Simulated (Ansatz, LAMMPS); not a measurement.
# Structural relaxation of glassy Na2MgSi3O8 (112 atoms), part 2 of 3

Wanted: the relaxed structure of glassy Na2MgSi3O8 (112 atoms) and its electronic structure.

Ansatz 0.2.0; Kohn-Sham DFT, PBE, PAW (set soft_2), plane waves.

The cell: 8 Mg, 16 Na, 64 O and 24 Si. The quench rate of 10 K/ps is many orders above laboratory rates. The starting topology of bonds comes from the classical model. Sampling is at Γ alone, for a cell whose shortest periodic width is 11 Å.

So far. Step 3 (Single point at the start): Neighbours are counted within 2.12 Å (O-Si), 2.98 Å (O-Na), 2.62 Å (O-Mg).

### 4. Relaxation

With the cell held, the atoms are moved downhill towards a nearby minimum.

Input file input.yaml:

```yaml
crystal:
  lattice:
    - [11.20281, 0.0, 0.0]
    - [0.0, 11.20281, 0.0]
    - [0.0, 0.0, 11.20281]
  atoms:
    [... the 112 atom lines of step 3 ...]
kpoints:
  mp_grid: { grid: [1, 1, 1] }
hamiltonian:
  xc: pbe
scf:
  occupations: { method: fixed }
output:
  forces: true
relax:
  f_tol: 0.05
  max_steps: 200
```

The run is started by

```sh
ansatz run input.yaml --threads 4 --pin off --max-ram 8192MiB --backend cpu --events-out ev --progress --plain --runs-dir out
```

Numbers of over 12 decimals in the logs are rounded to 6 here.

What it wrote:

```text
[...]
Crystal: 112 atoms, lattice volume = 1405.986 Å³
Basis set: ecut = 420 eV, 27609 PW (Γ), exchange–correlation on 150×150×150 points (8 copies of the dense FFT grid, shifted against one another)
Bands: 464, of which v1, the nominal top of the filled ones, is band 352 counted from 1 (351 counted from 0)
Symmetry: 1 space group operations
[...]
k-points: 1
[...]
SCF iter   1: F=—  HF=-90860.180985 eV  |F-HF|=—  |Δ(HF+E_count)|=         —  Δρ=2.39e-3  dr2=1.63e-1  ethr=1.77e-3  ⟨swp⟩=5.0  Hψ=1496  notcnv=0  defer=110
[...]
SCF iter   3: F=—  HF=-90860.132080 eV  |F-HF|=—  |Δ(HF+E_count)|=   5.86e-3  Δρ=6.28e-4  dr2=1.12e-2  ethr=5.52e-6  ⟨swp⟩=2.0  Hψ=565  notcnv=0  defer=108
automatic band count: iteration 3 solves 462 bands in place of 464: the levels show a gap, and the empty bands left out lie too high to hold charge; the band table lists the bands solved (type scf.n_extra_bands for more)
SCF iter   4: F=—  HF=-90860.130362 eV  |F-HF|=—  |Δ(HF+E_count)|=   1.72e-3  Δρ=2.49e-4  dr2=9.69e-4  ethr=1.59e-6  ⟨swp⟩=2.0  Hψ=555  notcnv=0  defer=108
[...]
SCF iter   6: F=-90860.130395 eV  HF=-90860.130397 eV  |F-HF|=2.35e-6  |Δ(HF+E_count)|=   6.63e-6  Δρ=4.30e-5  dr2=2.34e-5  ethr=8.88e-9  ⟨swp⟩=3.0  Hψ=1676  notcnv=0
SCF 1 converged in 6 iterations: F = -90860.130395 eV  dr2 = 2.34e-5
[...]
relax step   1: F+E_penalty+E_count = -90860.13039474 eV  Δ(F+E_penalty+E_count) = +0.000e0 eV  max|allowed force component| = 6.318e0 eV/Å  Δτ_max = 0.0000 Å  (6 SCF iters, dr2 threshold 6.25e-5 eV, accepted)
[... from here on, the SCF cycles and remarks between the steps are left out ...]
relax step   2: F+E_penalty+E_count = -90865.92406253 eV  Δ(F+E_penalty+E_count) = -5.794e0 eV  max|allowed force component| = 3.311e0 eV/Å  Δτ_max = 0.1915 Å  (6 SCF iters, dr2 threshold 1.00e-4 eV, accepted)
relax step   3: F+E_penalty+E_count = -90869.37436222 eV  Δ(F+E_penalty+E_count) = -3.450e0 eV  max|allowed force component| = 1.040e0 eV/Å  Δτ_max = 0.1905 Å  (7 SCF iters, dr2 threshold 1.00e-4 eV, accepted)
relax step   4: F+E_penalty+E_count = -90869.90433904 eV  Δ(F+E_penalty+E_count) = -5.300e-1 eV  max|allowed force component| = 7.139e-1 eV/Å  Δτ_max = 0.2000 Å  (6 SCF iters, dr2 threshold 1.00e-4 eV, accepted)
relax step   5: F+E_penalty+E_count = -90870.34696988 eV  Δ(F+E_penalty+E_count) = -4.426e-1 eV  max|allowed force component| = 2.318e-1 eV/Å  Δτ_max = 0.1953 Å  (6 SCF iters, dr2 threshold 5.03e-5 eV, accepted)
relax step   6: F+E_penalty+E_count = -90870.53867291 eV  Δ(F+E_penalty+E_count) = -1.917e-1 eV  max|allowed force component| = 2.306e-1 eV/Å  Δτ_max = 0.2000 Å  (7 SCF iters, dr2 threshold 5.66e-6 eV, accepted)
relax step   7: F+E_penalty+E_count = -90870.69676255 eV  Δ(F+E_penalty+E_count) = -1.581e-1 eV  max|allowed force component| = 3.280e-1 eV/Å  Δτ_max = 0.1948 Å  (7 SCF iters, dr2 threshold 5.61e-6 eV, accepted)
relax step   8: F+E_penalty+E_count = -90870.83247540 eV  Δ(F+E_penalty+E_count) = -1.357e-1 eV  max|allowed force component| = 1.017e-1 eV/Å  Δτ_max = 0.2000 Å  (6 SCF iters, dr2 threshold 1.00e-4 eV, accepted)
relax step   9: F+E_penalty+E_count = -90870.86178192 eV  Δ(F+E_penalty+E_count) = -2.931e-2 eV  max|allowed force component| = 3.330e-1 eV/Å  Δτ_max = 0.2000 Å  (10 SCF iters, accepted)
relax step  10: F+E_penalty+E_count = -90870.87292743 eV  Δ(F+E_penalty+E_count) = -1.115e-2 eV  max|allowed force component| = 1.553e-1 eV/Å  Δτ_max = 0.1640 Å  (7 SCF iters, dr2 threshold 1.07e-5 eV, accepted)
relax step  11: F+E_penalty+E_count = -90870.90586718 eV  Δ(F+E_penalty+E_count) = -3.294e-2 eV  max|allowed force component| = 1.500e-1 eV/Å  Δτ_max = 0.2000 Å  (8 SCF iters, dr2 threshold 5.25e-6 eV, accepted)
relax step  12: F+E_penalty+E_count = -90870.92526654 eV  Δ(F+E_penalty+E_count) = -1.940e-2 eV  max|allowed force component| = 7.018e-2 eV/Å  Δτ_max = 0.2000 Å  (7 SCF iters, dr2 threshold 4.90e-6 eV, accepted)
relax step  13: F+E_penalty+E_count = -90870.93130451 eV  Δ(F+E_penalty+E_count) = -6.038e-3 eV  max|allowed force component| = 3.319e-2 eV/Å  Δτ_max = 0.0550 Å  (9 SCF iters, accepted)
SCF converged after 9 iterations
Free energy (F): -90870.931305 eV
[...]
Internal energy: -90870.931305 eV  (E = F + TS)
E sigma→0 (E₀):  -90870.931305 eV
Fermi energy:    4.990037 eV
[...]
--- Forces (eV/Å), atoms counted from 1 ---
  atom   1  Mg    -0.00561391    -0.00115733    -0.00364896
  atom   2  Mg    -0.01113647     0.00865616     0.00026330
  atom   3  Mg     0.00790604    -0.00272799     0.00009705
  atom   4  Mg    -0.00208876    -0.00785538     0.00822804
  atom   5  Mg    -0.00701260     0.00209062     0.00089158
  atom   6  Mg     0.00045000     0.00649316     0.00147199
  atom   7  Mg     0.00639403    -0.00306526    -0.00423926
  atom   8  Mg    -0.00308078     0.00440482     0.00246399
  atom   9  Na    -0.00332451     0.00239537     0.00790570
  atom  10  Na     0.00246902     0.00761910     0.00676236
  atom  11  Na    -0.01253205    -0.00148339     0.00528308
  atom  12  Na     0.00120675     0.00146247    -0.00033516
  atom  13  Na     0.00720279     0.00498390     0.00520855
  atom  14  Na    -0.00006877     0.00009401    -0.00047433
[...]
atom 111  Si     0.00012805     0.00125048    -0.00622300
  atom 112  Si     0.01965820     0.00600163     0.02436775
  max |Σ_I F_I| component: 9.29e-5 eV/Å
--- Relaxed structure (13 steps of the walk, 13 accepted, 0 SCFs on fresh bases) ---
  F+E_penalty+E_count = -90870.93130451 eV   max|allowed force component| = 3.319e-2 eV/Å
  atoms:
    - { symbol: Mg, position: [0.493907, 0.631755, 0.191855] }
    - { symbol: Mg, position: [0.562642, 0.047070, 0.381495] }
    - { symbol: Mg, position: [0.377706, 0.044655, 0.605095] }
    - { symbol: Mg, position: [0.244298, 0.792141, 0.784703] }
[...]
- { symbol: Si, position: [0.717526, 0.198935, 0.256169] }
```

Wall time 2.1 min (4 threads of Intel Xeon Platinum 8259CL at 2.50GHz (Skylake/Cascade Lake), shared host); peak memory 1.9 GiB.

Relaxation path:

| step | energy less that of the first step (eV) | largest force component (eV/Å) |
| --- | --- | --- |
| 1 | 0.0000 | 6.3184 |
| 2 | -5.7937 | 3.3105 |
| 3 | -9.2440 | 1.0402 |
| 4 | -9.7739 | 0.7139 |
| 5 | -10.2166 | 0.2318 |
| 6 | -10.4083 | 0.2306 |
| 7 | -10.5664 | 0.3280 |
| 8 | -10.7021 | 0.1017 |
| 9 | -10.7314 | 0.3330 |
| 10 | -10.7425 | 0.1553 |
| 11 | -10.7755 | 0.1500 |
| 12 | -10.7949 | 0.0702 |
| 13 | -10.8009 | 0.0332 |

The atoms that moved most (Å):

| atom | dx | dy | dz | length |
| --- | --- | --- | --- | --- |
| Mg7 | 0.704 | 0.209 | -1.022 | 1.258 |
| O68 | 0.591 | -0.426 | 0.618 | 0.955 |
| Na16 | -0.004 | -0.374 | -0.745 | 0.833 |
| O33 | -0.023 | -0.443 | -0.563 | 0.717 |
| Na24 | -0.325 | 0.359 | 0.478 | 0.680 |
| Na12 | 0.620 | -0.161 | 0.182 | 0.666 |
| O30 | -0.464 | 0.363 | 0.175 | 0.614 |
| O61 | 0.488 | -0.260 | -0.164 | 0.577 |

The relaxation changed the energy by -96.4 meV/atom, and atoms moved by 0.32 Å r.m.s., 1.3 Å at most.

### 5. Structure statistics after relaxation

Bonds before and after, by the cutoffs listed below:

| pair | bonds before | bonds after | mean before (Å) | mean after (Å) | spread before (Å) | spread after (Å) |
| --- | --- | --- | --- | --- | --- | --- |
| O-Si | 96 | 96 | 1.625 | 1.642 | 0.058 | 0.036 |
| O-Na | 89 | 97 | 2.522 | 2.528 | 0.218 | 0.235 |
| O-Mg | 34 | 36 | 2.081 | 2.052 | 0.152 | 0.114 |

Density 2.67 g/cm³, 12.55 Å³ an atom.

g(r), total and by pair (bins of 0.2 Å):

| r (Å) | total | O-O | O-Si | O-Na | O-Mg | Si-Si | Si-Na |
| --- | --- | --- | --- | --- | --- | --- | --- |
| 1.50 | 0.43 | 0.00 | 1.76 | 0.00 | 0.00 | 0.00 | 0.00 |
| 1.70 | 2.72 | 0.00 | 11.09 | 0.00 | 0.00 | 0.00 | 0.00 |
| 1.90 | 0.40 | 0.00 | 0.11 | 0.00 | 4.57 | 0.00 | 0.00 |
| 2.10 | 0.35 | 0.00 | 0.00 | 0.23 | 3.79 | 0.00 | 0.00 |
| 2.30 | 0.67 | 0.00 | 0.00 | 3.58 | 1.05 | 0.00 | 0.00 |
| 2.50 | 0.69 | 0.83 | 0.00 | 2.53 | 0.00 | 0.00 | 0.00 |
| 2.70 | 1.79 | 4.62 | 0.00 | 1.21 | 0.31 | 0.00 | 0.19 |
| 2.90 | 0.68 | 0.91 | 0.04 | 0.59 | 0.26 | 0.67 | 1.90 |
| 3.10 | 1.03 | 0.99 | 0.11 | 0.63 | 0.23 | 4.67 | 3.01 |
| 3.30 | 1.10 | 0.98 | 0.77 | 0.55 | 0.49 | 1.28 | 2.67 |
| 3.50 | 0.89 | 0.73 | 1.06 | 1.05 | 0.54 | 0.00 | 1.19 |
| 3.70 | 1.01 | 0.74 | 1.46 | 0.80 | 1.19 | 0.14 | 1.39 |
| 3.90 | 1.04 | 0.84 | 1.83 | 0.83 | 0.65 | 0.38 | 0.85 |
| 4.10 | 1.08 | 0.57 | 1.79 | 0.97 | 1.68 | 1.95 | 0.78 |
| 4.30 | 1.14 | 0.80 | 1.73 | 1.31 | 1.54 | 1.36 | 0.63 |
| 4.50 | 0.89 | 0.78 | 0.92 | 1.14 | 1.03 | 0.67 | 0.86 |
| 4.70 | 1.05 | 1.06 | 0.78 | 1.33 | 1.69 | 1.31 | 0.80 |
| 4.90 | 1.08 | 1.49 | 0.71 | 1.05 | 1.14 | 0.56 | 0.79 |
| 5.10 | 1.04 | 1.40 | 0.56 | 1.08 | 1.00 | 1.35 | 0.45 |
| 5.30 | 0.96 | 1.28 | 0.69 | 0.88 | 0.74 | 1.10 | 0.98 |
| 5.50 | 0.98 | 1.01 | 0.94 | 0.80 | 0.94 | 0.84 | 1.20 |

Bonds by pair of elements; cutoffs follow the first minimum of g(r), held within bounds set by covalent radii, and pairs that aren't listed don't count as bonded:

| pair A-B | cutoff (Å) | bonds | mean length (Å) | spread (Å) | shortest (Å) | B about A | A about B |
| --- | --- | --- | --- | --- | --- | --- | --- |
| O-Si | 2.12 | 96 | 1.64 | 0.036 | 1.58 | 1.5 | 4 |
| O-Na | 3.09 | 97 | 2.53 | 0.235 | 2.19 | 1.52 | 6.06 |
| O-Mg | 2.52 | 36 | 2.05 | 0.114 | 1.89 | 0.562 | 4.5 |

How many atoms have how many bonded neighbours:

| element | mean | 2 | 3 | 4 | 5 | 6 | 7 | 8 |
| --- | --- | --- | --- | --- | --- | --- | --- | --- |
| Mg | 4.5 | 0 | 0 | 5 | 2 | 1 | 0 | 0 |
| Na | 6.06 | 0 | 0 | 1 | 4 | 6 | 3 | 2 |
| O | 3.58 | 6 | 21 | 31 | 6 | 0 | 0 | 0 |
| Si | 4 | 0 | 0 | 24 | 0 | 0 | 0 | 0 |

Bond angles, per cent of each kind in bins of 5°:

| angle (°) | O-Na-O | O-Si-O | Na-O-Si | O-Mg-O | Mg-O-Na |
| --- | --- | --- | --- | --- | --- |
| 50–55 | 1.2 | 0.0 | 0.0 | 0.0 | 0.0 |
| 55–60 | 6.3 | 0.0 | 0.0 | 0.0 | 0.0 |
| 60–65 | 9.8 | 0.0 | 0.0 | 0.0 | 1.6 |
| 65–70 | 3.5 | 0.0 | 0.8 | 1.5 | 0.0 |
| 70–75 | 4.3 | 0.0 | 0.8 | 4.6 | 1.6 |
| 75–80 | 6.3 | 0.0 | 4.7 | 4.6 | 4.9 |
| 80–85 | 4.3 | 0.0 | 9.3 | 4.6 | 13.1 |
| 85–90 | 6.3 | 0.0 | 11.6 | 6.2 | 18.0 |
| 90–95 | 5.5 | 0.0 | 17.1 | 13.8 | 16.4 |
| 95–100 | 4.7 | 3.5 | 10.9 | 9.2 | 11.5 |
| 100–105 | 5.1 | 16.7 | 5.4 | 15.4 | 9.8 |
| 105–110 | 5.5 | 38.2 | 5.4 | 9.2 | 6.6 |
| 110–115 | 6.3 | 28.5 | 6.2 | 7.7 | 3.3 |
| 115–120 | 4.3 | 10.4 | 6.2 | 0.0 | 1.6 |
| 120–125 | 5.1 | 2.8 | 6.2 | 3.1 | 1.6 |
| 125–130 | 4.7 | 0.0 | 3.9 | 0.0 | 1.6 |
| 130–135 | 2.4 | 0.0 | 2.3 | 3.1 | 0.0 |
| 135–140 | 2.4 | 0.0 | 2.3 | 4.6 | 4.9 |
| 140–145 | 2.8 | 0.0 | 1.6 | 3.1 | 1.6 |
| 145–150 | 0.8 | 0.0 | 1.6 | 1.5 | 0.0 |
| 150–155 | 1.6 | 0.0 | 1.6 | 3.1 | 0.0 |
| 155–160 | 3.1 | 0.0 | 0.0 | 1.5 | 1.6 |
| 160–165 | 1.6 | 0.0 | 0.8 | 1.5 | 0.0 |
| 165–170 | 0.4 | 0.0 | 0.8 | 1.5 | 0.0 |
| 170–175 | 1.2 | 0.0 | 0.8 | 0.0 | 0.0 |
| 175–180 | 0.8 | 0.0 | 0.0 | 0.0 | 0.0 |

Bond angles (no mean is given where the spread exceeds 20°):

| angle | count | mean (°) | spread (°) |
| --- | --- | --- | --- |
| O-Na-O | 255 | - | - |
| O-Si-O | 144 | 109 | 5.2 |
| Na-O-Si | 129 | - | - |
| O-Mg-O | 65 | - | - |
| Mg-O-Na | 61 | 97.5 | 17.9 |

Oxygen atoms by the number of network formers (Si, P, Ge, B, Al, As, Ga) bound to them:

| network formers bound to O | O atoms | per cent |
| --- | --- | --- |
| 0 | 1 | 1.6 |
| 1 | 30 | 46.9 |
| 2 | 33 | 51.6 |

Network units: each former by its oxygen neighbours and how many of them bridge to another former:

| former | O neighbours | bridging O | atoms |
| --- | --- | --- | --- |
| Si | 4 | 1 | 2 |
| Si | 4 | 2 | 5 |
| Si | 4 | 3 | 14 |
| Si | 4 | 4 | 3 |

Bond length by coordination (bonds to H left out):

| element | coordination | atoms | mean bond length (Å) |
| --- | --- | --- | --- |
| Mg | 4 | 5 | 1.99 |
| Mg | 5 | 2 | 2.11 |
| Mg | 6 | 1 | 2.17 |
| Na | 4 | 1 | 2.43 |
| Na | 5 | 4 | 2.41 |
| Na | 6 | 6 | 2.52 |
| Na | 7 | 3 | 2.59 |
| Na | 8 | 2 | 2.65 |
| O | 2 | 6 | 1.64 |
| O | 3 | 21 | 1.98 |
| O | 4 | 31 | 2.13 |
| O | 5 | 6 | 2.27 |

Rings of the network by King's shortest-path rule, up to 12 atoms, one path for each pair of neighbours; H, halogens, alkali and alkaline-earth atoms are left out, and the last column divides by all other atoms, bonded or not:

| ring size (atoms) | rings | per network atom |
| --- | --- | --- |
| 8 | 2 | 0.023 |
| 10 | 2 | 0.023 |
| 12 | 2 | 0.023 |

For some of the pairs, g(r) has its first main peak near 2.7 Å (O-O), 1.6 Å (O-Si), 2.4 Å (O-Na), 2.0 Å (O-Mg), 3.1 Å (Si-Si) and 3.2 Å (Si-Na). With the cutoffs above, 62 % of Mg atoms have 4, 38 % of Na atoms have 6, 48 % of O atoms have 4 and all Si atoms have 4 bonded neighbours. 52 % of the oxygens bridge two formers (Si) and 47 % are non-bridging; 2 % join none. The commonest Si unit has 4 oxygens, 3 of them shared with other formers (14 of 24 atoms). Rings of 8, 10 and 12 atoms are the most common (33 % each of those counted); sizes run from 8 to 12, where the search stops.

(Continued in part 3 of 3.)

[Logs are printed without paths, hosts, clocks, repeated set-up lines and the standing remarks that a program may print on its own settings, such as how far it seeks lower states.]

[Hosts, paths, dates, database ids (printed as entryN), source tags and the programs' standing remarks are cut or masked in the printed files.]
